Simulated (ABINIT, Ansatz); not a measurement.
**PNO (Cc): G0W0 with ABINIT, start to end**

Wanted: ground state, empty states, screening and self-energy for PNO (Cc).

Main program and level: ABINIT 10.8.3; LDA and many-body steps on it, plane waves.

**1. Starting point**

Symmetry: Cc, No. 9, monoclinic system. The conventional cell has a = 6.556 Å, b = 6.572 Å, c = 4.620 Å, α = 90.00°, β = 130.96°, γ = 90.00°. P has 2 N at 1.55 Å and 2 O at 1.60 Å nearest. Nearest to N lie 2 P at 1.55 Å. Nearest to O lie 2 P at 1.60 Å. Farther neighbours and most contacts between anions are not listed.

The cell and positions are those that the Materials Project relaxed with its own functionals (PBE, PBE+U or r2SCAN), kept fixed.

**2. Ground state**

This step: ABINIT 10.8.3; DFT, LDA, plane waves, norm-conserving pseudopotentials.

The ground-state density comes first.

Contents of run.abi:

```
acell 3*1.0 Angstrom
rprim 
  3.278002254000 -3.286113380400 0.000000000000
  3.278002254000 3.286113380400 0.000000000000
  -3.028551860300 0.000000000000 3.488865954800
ntypat 3
znucl 15 7 8
natom 6
typat 1 1 2 2 3 3
xred 
  0.730409600000 0.010313920000 0.000167090000
  0.010313920000 0.730409600000 0.500167090000
  0.742864730000 0.382544620000 0.249632690000
  0.382544620000 0.742864730000 0.749632690000
  0.883089610000 0.000777520000 0.750200220000
  0.000777520000 0.883089610000 0.250200220000
pp_dirpath "pseudos"
pseudos "P.upf, N.upf, O.upf"
ecut 36
ngkpt 6 6 6
nshiftk 1
shiftk 0 0 0
kptopt 1
chksymbreak 0
nband 23
occopt 1
tolvrs 1e-10
nstep 60
prtwf 0
optforces 0
optstress 0
indata_prefix "in"
outdata_prefix "out"
tmpdata_prefix "tmp"
```

Started as:

```sh
$ OMP_NUM_THREADS=1 mpirun -n 4 abinit run.abi > log
```

Numbers of over 12 decimals in the logs are rounded to 6 here.

The log of the run:

```text
.Version 10.8.3 of ABINIT. v10.8.2 released Aug 2026.

 Symmetries : space group Cc (#  9); Bravais mC (1-face-center monocl.)
================================================================================
 Values of the parameters that define the memory need of the present run
     intxc =       0    ionmov =       0      iscf =       7    lmnmax =       6
     lnmax =       6     mgfft =      48  mpssoang =       3    mqgrid =    3001
     natom =       6  nloc_mem =       1    nspden =       1   nspinor =       1
    nsppol =       1      nsym =       2    n1xccc =    2501    ntypat =       3
    occopt =       1   xclevel =       1
-    mband =          23        mffmem =           1         mkmem =          17
       mpw =        5251          nfft =      110592          nkpt =          68
================================================================================
  Rough estimation (10% accuracy) of disk space for files :
================================================================================

--------------------------------------------------------------------------------
------------- Echo of variables that govern the present computation ------------
--------------------------------------------------------------------------------
 -outvars: echo values of preprocessed input variables --------
            acell      1.8897261259E+00  1.8897261259E+00  1.8897261259E+00 Bohr

      chksymbreak           0
             ecut      3.60000000E+01 Hartree
-          fftalg         312

              ixc       -1012
              kpt      0.00000000E+00  0.00000000E+00  0.00000000E+00
                       1.66666667E-01  0.00000000E+00  0.00000000E+00
                       3.33333333E-01  0.00000000E+00  0.00000000E+00
                       5.00000000E-01  0.00000000E+00  0.00000000E+00
                       1.66666667E-01  1.66666667E-01  0.00000000E+00
                       3.33333333E-01  1.66666667E-01  0.00000000E+00
                       5.00000000E-01  1.66666667E-01  0.00000000E+00
                      -3.33333333E-01  1.66666667E-01  0.00000000E+00
                      -1.66666667E-01  1.66666667E-01  0.00000000E+00
   [... 39 further rows ...]
                      -1.66666667E-01  3.33333333E-01  3.33333333E-01
                       5.00000000E-01  5.00000000E-01  3.33333333E-01
                       outvar_i_n : Printing only first  50 k-points.
         kptrlatt        6    0    0      0    6    0      0    0    6
          kptrlen      5.23831003E+01
P           mkmem          17
            natom           6
            nband          23
            ngfft          48      48      48
             nkpt          68
            nstep          60
             nsym           2
           ntypat           3
              occ      2.000000  2.000000  2.000000  2.000000  2.000000  2.000000
                       2.000000  2.000000  2.000000  2.000000  2.000000  2.000000
                       2.000000  2.000000  2.000000  2.000000  0.000000  0.000000
                       0.000000  0.000000  0.000000  0.000000  0.000000
        optforces           0
        optstress           0
            prtwf           0
            rprim      3.2780022540E+00 -3.2861133804E+00  0.0000000000E+00
[...]
spgroup           9

           tolvrs      1.00000000E-10

             xred      7.3040960000E-01  1.0313920000E-02  1.6709000000E-04
[...]
znucl       15.00000    7.00000    8.00000

================================================================================

 chkinp: Checking input parameters for consistency.

================================================================================
== DATASET  1 ==================================================================
-   mpi_nproc: 4, omp_nthreads: 1 (-1 if OMP is not activated)

--- !DatasetInfo
iteration_state: {dtset: 1, }
dimensions: {natom: 6, nkpt: 68, mband: 23, nsppol: 1, nspinor: 1, nspden: 1, mpw: 5251, }
cutoff_energies: {ecut:  36.0, pawecutdg:  -1.0, }
electrons: {nelect:   3.20000000E+01, charge:   0.00000000E+00, occopt:   1.00000000E+00, tsmear:   1.00000000E-02, }

 Real(R)+Recip(G) space primitive vectors, cartesian coordinates (Bohr,Bohr^-1):
 R(1)=  6.1945265 -6.2098543  0.0000000  G(1)=  0.0807164 -0.0805172  0.0700669
 R(2)=  6.1945265  6.2098543  0.0000000  G(2)=  0.0807164  0.0805172  0.0700669
 R(3)= -5.7231336  0.0000000  6.5930011  G(3)=  0.0000000  0.0000000  0.1516760
 Unit cell volume ucvol=  5.0722736E+02 bohr^3
 Angles (23,13,12)=  1.17578149E+02  1.17578149E+02  9.01415981E+01 degrees

 getcut: wavevector=  0.0000  0.0000  0.0000  ngfft=  48  48  48
         ecut(hartree)=     36.000   => boxcut(ratio)=   2.02615

--- Pseudopotential description ------------------------------------------------
- P Generated using ONCVPSP code by D. R. Hamann
- 15.00000   5.00000  180309                  znucl, zion, pspdat
12 -1012 2 -1 1298                            pspcod,pspxc,lmax,lloc,mmax
     nproj     2     2     2
  pspatm : epsatm=    7.03163270
         --- l  ekb(1:nproj) -->
[...]
pspatm: atomic psp has been read  and splines computed

- N Generated using ONCVPSP code by D. R. Hamann
-  7.00000   5.00000  180309                  znucl, zion, pspdat
12 -1012 1 -1 1058                            pspcod,pspxc,lmax,lloc,mmax
     nproj     2     2     0
  pspatm : epsatm=    5.30777321
         --- l  ekb(1:nproj) -->
[...]
pspatm: atomic psp has been read  and splines computed

- O Generated using ONCVPSP code by D. R. Hamann
-  8.00000   6.00000  201201                  znucl, zion, pspdat
12 -1012 2 -1 926                             pspcod,pspxc,lmax,lloc,mmax
     nproj     2     2     1
  pspatm : epsatm=    6.27558587
         --- l  ekb(1:nproj) -->
[...]
2   -1.033686
 pspatm: atomic psp has been read  and splines computed

   1.19135947E+03                                ecore*ucvol(ha*bohr**3)
--------------------------------------------------------------------------------

_setup2: Arith. and geom. avg. npw (full set) are    5232.662    5232.656

================================================================================

--- !BeginCycle
iteration_state: {dtset: 1, }
solver: {iscf: 7, nstep: 60, nline: 4, wfoptalg: 0, }
tolerances: {tolvrs: 1.00E-10, }

     iter   Etot(hartree)      deltaE(h)  residm     vres2
 ETOT  1  -67.332334654529    -6.733E+01 6.472E-02 1.253E+03
 ETOT  2  -67.461112904683    -1.288E-01 4.663E-02 8.875E+02
 ETOT  3  -67.765692074460    -3.046E-01 1.556E-02 5.363E+00
 ETOT  4  -67.767214176252    -1.522E-03 5.701E-03 2.036E-01
 ETOT  5  -67.767224689094    -1.051E-05 1.842E-03 3.338E-02
 ETOT  6  -67.767230366268    -5.677E-06 2.160E-03 1.265E-02
 ETOT  7  -67.767232274507    -1.908E-06 1.380E-03 2.894E-04
 ETOT  8  -67.767232321141    -4.663E-08 1.829E-03 1.366E-05
 ETOT  9  -67.767232322335    -1.194E-09 1.063E-03 2.441E-07
 ETOT 10  -67.767232322354    -1.916E-11 1.259E-03 2.374E-08
 ETOT 11  -67.767232322357    -2.473E-12 7.442E-04 1.616E-09
 ETOT 12  -67.767232322356     8.242E-13 9.511E-04 3.912E-11

 At SCF step   12       vres2   =  3.91E-11 < tolvrs=  1.00E-10 =>converged.

--- !ResultsGS
iteration_state: {dtset: 1, }
comment   : Summary of ground state results
lattice_vectors:
- [  6.1945265,  -6.2098543,   0.0000000, ]
- [  6.1945265,   6.2098543,   0.0000000, ]
- [ -5.7231336,   0.0000000,   6.5930011, ]
lattice_lengths: [   8.77123,    8.77123,    8.73052, ]
lattice_angles: [117.578, 117.578,  90.142, ] # degrees, (23, 13, 12)
lattice_volume:   5.0722736E+02
convergence: {deltae:  8.242E-13, res2:  3.912E-11, residm:  9.511E-04, diffor:  0.000E+00, }
etotal    :  -6.77672323E+01
entropy   :   0.00000000E+00
fermie    :   7.34964566E-02
cartesian_stress_tensor: null
pressure_GPa: null
xred      :
- [  7.3041E-01,   1.0314E-02,   1.6709E-04,  P]
- [  1.0314E-02,   7.3041E-01,   5.0017E-01,  P]
- [  7.4286E-01,   3.8254E-01,   2.4963E-01,  N]
- [  3.8254E-01,   7.4286E-01,   7.4963E-01,  N]
- [  8.8309E-01,   7.7752E-04,   7.5020E-01,  O]
- [  7.7752E-04,   8.8309E-01,   2.5020E-01,  O]
cartesian_forces: null
force_length_stats: {min: null, max: null, mean: null, }

 Integrated electronic density in atomic spheres:
 ------------------------------------------------
 Atom  Sphere_radius  Integrated_density
[...]
================================================================================

 ----iterations are completed or convergence reached----

 Mean square residual over all n,k,spin=   22.275E-07; max=  95.107E-05
 reduced coordinates (array xred) for    6 atoms
[...]
0.010313920000      0.730409600000      0.500167090000
       0.742864730000      0.382544620000      0.249632690000
       0.382544620000      0.742864730000      0.749632690000
       0.883089610000      0.000777520000      0.750200220000
       0.000777520000      0.883089610000      0.250200220000
 rms dE/dt=  0.0000E+00; max dE/dt=  0.0000E+00; dE/dt below (all hartree)
    1       0.000000000000      0.000000000000      0.000000000000
    2       0.000000000000      0.000000000000      0.000000000000
    3       0.000000000000      0.000000000000      0.000000000000
    4       0.000000000000      0.000000000000      0.000000000000
    5       0.000000000000      0.000000000000      0.000000000000
    6       0.000000000000      0.000000000000      0.000000000000

 cartesian coordinates (angstrom) at end:
    1      2.427587    -2.366316     0.000582955
    2      0.913311     2.366316     1.745016
    3      2.933069    -1.184053     0.870935
    4      1.418793     1.184053     2.615368
    5      0.625298    -2.899378     2.617348
    6      2.139574     2.899378     0.872915
 length scales=  1.889726125908  1.889726125908  1.889726125908 bohr
              =  1.000000000000  1.000000000000  1.000000000000 angstroms
 prteigrs : about to open file out_EIG
 Fermi (or HOMO) energy (hartree) =   0.07350   Average Vxc (hartree)=  -0.36269
 Eigenvalues (hartree) for nkpt=  68  k points:
 kpt#   1, nband= 23, wtk=  0.00463, kpt=  0.0000  0.0000  0.0000 (reduced coord)
  -0.74320   -0.64812   -0.52158   -0.46041   -0.43847   -0.25704   -0.24169   -0.21458
  -0.10663   -0.07696   -0.05318   -0.03773    0.00124    0.00570    0.05172    0.05370
   0.25803    0.27369    0.34851    0.37689    0.38782    0.44024    0.44302
 prteigrs : prtvol=0 or 1, do not print more k-points.

--- !EnergyTerms
iteration_state     : {dtset: 1, }
comment             : Components of total free energy in Hartree
kinetic             :  4.31826797501565E+01
hartree             :  2.38023673037214E+01
xc                  : -1.88032326366291E+01
Ewald energy        : -4.11461899459352E+01
psp_core            :  2.34876815174364E+00
local_psp           : -7.09234291867994E+01
non_local_psp       : -6.22819575861398E+00
total_energy        : -6.77672323223561E+01
total_energy_eV     : -1.84404033354476E+03
band_energy         : -7.43399037514782E+00

== END DATASET(S) ==============================================================
================================================================================

 -outvars: echo values of variables after computation  --------
           etotal     -6.7767232322E+01
            nband          23
             nkpt          68
          spgroup           9
 [... the other variables as echoed above ...]

 Calculation completed.
```

It took 2.3 min on 4 MPI ranks of Arm Neoverse N1, shared host; peak memory 0.45 GiB.

Numbers from this step:

```
total energy               : -1844.0403 eV
gap                        : 5.021 eV
k of the valence top       : 0.5, 0.5, 0
k of the conduction bottom : 0, 0, 0
least direct gap           : 5.560 eV
```

The gap is indirect, with the least direct gap 0.54 eV higher.

(Part 1 of 3 ends here.)

[Paths, hosts, dates, memory and timing lines, banners, echoed tables and standing remarks are left out of the program output.]

[Logs are printed without paths, hosts, clocks, repeated set-up lines and the standing remarks that a program may print on its own settings, such as how far it seeks lower states.]

[Runs of the session that timed out or met a known fault of the program may be left out.]

[Hosts, paths, dates, database ids (printed as entryN), source tags and the programs' standing remarks are cut or masked in the printed files.]

[G0W0 gaps are taken among the corrected bands and points alone; a level outside them can change the order at an edge.]

[Where Ansatz stands beside ABINIT at settings called matched, ABINIT's density can come from a denser mesh and the files from another edition; pairs whose starting gaps differed by over 0.03 eV were left out, so agreement reads better than it is.]
